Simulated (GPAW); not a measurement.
# Geometry or basis: what sets the conductance of a Fe chain with two Cu atoms in line, part 2 of 2

Aim: the conductance of a Fe chain with two Cu atoms in line after relaxation, and whether geometry, basis or functional moves it most.

GPAW 26.7.0; GPAW LCAO, PAW setups; relaxation of the junction within the symmetry of its start, lead ends held (the session's first sound run).

So far, conductance (G₀): step 3 (double-zeta polarised basis, PBE, GPAW) 1.02; step 4 (GPAW, szp: basis = "szp(dzp)", PBE, GPAW) 1.04; step 5 (GPAW, sz: basis = "sz(dzp)", PBE, GPAW) 1.01; step 6 (revPBE in the dzp basis: xc = "revPBE") 1.02; step 7 (without the relaxation: geometry = "as built", PBE, GPAW) 1.04.

## Step 9: The levels side by side (continued)

Ladder, by row:

```csv
step,code,T at the Fermi level (sum over the listed spins),conductance (G0),r.m.s. T(E) from the first,wall time (s),peak memory (GiB),threads
dzp,GPAW,2.049,1.025,0,434.4,1.82,1
szp,GPAW,2.086,1.043,0.3149,181.9,1.8,1
sz,GPAW,2.027,1.013,0.3125,125,1.75,1
dzp-revPBE,GPAW,2.038,1.02,0.1355,427.9,1.82,1
asbuilt,GPAW,2.079,1.04,0.4093,459,1.82,1
```

Table of transmission, zone mean, sum over the listed spins by energy, zero at the Fermi level:

```csv
energy (eV),dzp,szp,sz,dzp-revPBE,asbuilt
-2.000,2.60,2.48,2.71,2.62,3.57
-1.800,3.92,3.82,3.38,3.91,4.02
-1.750,4.02,4.00,3.97,4.02,3.82
-1.725,4.02,3.99,4.25,4.02,3.63
-1.675,3.96,3.52,4.36,3.95,3.06
-1.600,3.70,3.91,4.01,3.69,3.22
-1.550,3.23,4.07,3.69,3.22,3.39
-1.400,3.76,3.28,3.48,3.73,3.20
-1.275,3.82,3.22,3.72,3.78,2.30
-1.250,4.29,3.11,3.48,3.20,2.30
-1.200,3.22,2.23,2.62,3.13,2.35
-1.100,2.02,2.27,3.16,1.96,1.26
-1.025,2.48,2.43,2.62,2.33,2.10
-1.000,2.35,2.39,2.25,2.03,2.16
-0.875,2.63,2.45,2.73,2.61,2.21
-0.800,2.57,2.56,2.66,2.55,2.21
-0.600,2.35,2.37,2.31,2.34,2.19
-0.400,2.21,2.22,2.10,2.21,2.16
-0.200,2.12,2.14,2.03,2.11,2.13
0.000,2.05,2.09,2.03,2.04,2.08
0.200,2.01,2.05,2.03,2.00,2.04
0.400,2.00,2.03,2.02,1.99,2.02
0.600,1.99,2.02,2.00,1.99,2.01
0.800,1.99,2.02,1.13,1.99,2.00
1.000,1.99,1.07,1.72,1.99,2.00
1.200,2.00,2.01,2.00,1.99,1.99
1.400,2.00,1.91,1.88,2.00,2.00
1.600,2.00,1.87,1.79,2.00,2.00
1.800,1.97,1.87,1.74,1.97,1.98
2.000,1.96,1.87,1.73,1.96,1.97
```

## Step 10: Other settings

One more run, with changed settings.

This step: GPAW LCAO, PAW setups; Landauer transmission from Green's functions with principal layers (ASE), zero bias (GPAW 26.7.0).

Input file run.py:

```python
import json
import numpy as np
from ase import Atoms
from ase.transport.calculators import TransportCalculator
from gpaw import GPAW, FermiDirac
from gpaw.lcao.tools import get_lcao_hamiltonian
from scipy.linalg import eigh

# The junction with lead layers at both ends, along the third cell vector
device = Atoms(
    ['Fe', 'Fe', 'Fe', 'Fe', 'Fe', 'Fe', 'Cu', 'Cu', 'Fe', 'Fe', 'Fe', 'Fe', 'Fe', 'Fe'],
    positions=[
        [4.50000, 4.50000, 1.13000],
        [4.50000, 4.50000, 3.39000],
        [4.50000, 4.50000, 5.65000],
        [4.50000, 4.50000, 7.91000],
        [4.50000, 4.50000, 10.17000],
        [4.50000, 4.50000, 12.37700],
        [4.50000, 4.50000, 14.69872],
        [4.50000, 4.50000, 17.00868],
        [4.50000, 4.50000, 19.33040],
        [4.50000, 4.50000, 21.53740],
        [4.50000, 4.50000, 23.79740],
        [4.50000, 4.50000, 26.05740],
        [4.50000, 4.50000, 28.31740],
        [4.50000, 4.50000, 30.57740]],
    cell=[[9.0, 0.0, 0.0], [0.0, 9.0, 0.0], [0.0, 0.0, 31.7074]],
    pbc=True,
    magmoms=[3.0, 3.0, 3.0, 3.0, 3.0, 3.0, 0.0, 0.0, 3.0, 3.0, 3.0, 3.0, 3.0, 3.0])

# One principal layer of the lead: the first 3 atoms of the device
lead = Atoms(
    ['Fe', 'Fe', 'Fe'],
    positions=[
        [4.50000, 4.50000, 1.13000],
        [4.50000, 4.50000, 3.39000],
        [4.50000, 4.50000, 5.65000]],
    cell=[[9.0, 0.0, 0.0], [0.0, 9.0, 0.0], [0.0, 0.0, 6.78]],
    pbc=True,
    magmoms=[3.0, 3.0, 3.0])

settings = dict(mode='lcao', basis='dzp', xc='pbe96', h=0.18,
                occupations=FermiDirac(0.1), maxiter=60,
                mixer=dict(beta=0.05, nmaxold=8, weight=100.0),
                convergence=dict(density=0.0001))
energies = np.arange(-2, 2 + 1e-9, 0.025)
eta = 0.0001
n1, n2 = 1, 1
# k and -k transmit alike, so half of the mesh across the current serves
mesh = [(i, j) for i in range(n1) for j in range(n2) if (i, j) <= (-i % n1, -j % n2)]
weights = np.array([1 if (i, j) == (-i % n1, -j % n2) else 2 for i, j in mesh]) / (n1 * n2)

# [... helper functions left out ...]
fermi_lead = ground_state(lead, (1, 1, 17), 'lead.txt')
fermi_device = ground_state(device, (1, 1, 3), 'device.txt')
# [... loop over the mesh left out, but for ...]
        # Shift the lead onto the potential of the device's first layer
        shift = ((H[:, 0, 0] - H0[:, 0, 0]) / S0[0, 0]).real.mean()
# [...]
kT = 8.617333e-5 * 300
bias = [0.1, 0.2, 0.5, 1.0, 1.5, 2.0]
# [... integrals and printing left out ...]
```

Command:

```
$ OMP_NUM_THREADS=1 OPENBLAS_NUM_THREADS=1 python run.py
```

Elapsed: 0.74 s, on 1 thread of Arm Neoverse V1, shared host; peak memory 0.1 GiB.

The program refused the input before any cycle.

The program's message: “NameError: Unknown functional: pbe96.”

The change that led to it: xc = "pbe96".

## Step 11: Summary of results

```json
{
  "conductance": "1.02 G₀",
  "transmission at the Fermi level, mean of the spins": "1.02",
  "open channels of the lead there": "2.5"
}
```

**Reading.** In the dzp basis the junction conducts 1.02 G₀ at 300 K, with T = 1.02 as the mean of the two spins at the Fermi level; the sz basis reaches that conductance within 10 %. Relaxation moved atoms by up to 0.053 Å and took the conductance from 1.04 to 1.02 G₀, as a ratio about as much as the step from dzp to the minimal basis. The scatterer reflects about 59 % of the incoming channels at the Fermi level. Measured against the first run (dzp), the nearest curve is that of dzp-revPBE (r.m.s. 0.14) and the farthest that of asbuilt (0.41). Over the compared runs wall time goes from 125 s (sz) to 459 s (asbuilt), on a shared host. The leads kept an estimated spacing and the cell its length, so the junction may be under some tension or compression. The geometry comes from the orbital basis, which tends to overbind, and kept the symmetry of the start, so a structure of lower symmetry may lie lower. The moments started parallel, and no other order was tried; chains of Cr or Mn atoms, among others, may prefer antiparallel neighbours. An evenly spaced straight chain is an idealisation: free chains tend to dimerise, zigzag or, where a band edge lies near the Fermi level, turn magnetic. The currents use the zero-bias T(E) throughout, which holds only while the bias is small against the distance to the nearest feature. One magnetic start was tried; another order may lie lower. The thermopower isn't quoted: it samples T(E) farther from the Fermi level than the conductance does, and the energy grid wasn't tested for it.

[Logs are printed without paths, hosts, clocks, repeated set-up lines and the standing remarks that a program may print on its own settings, such as how far it seeks lower states.]

[Hosts, paths, dates, database ids (printed as entryN), source tags and the programs' standing remarks are cut or masked in the printed files.]
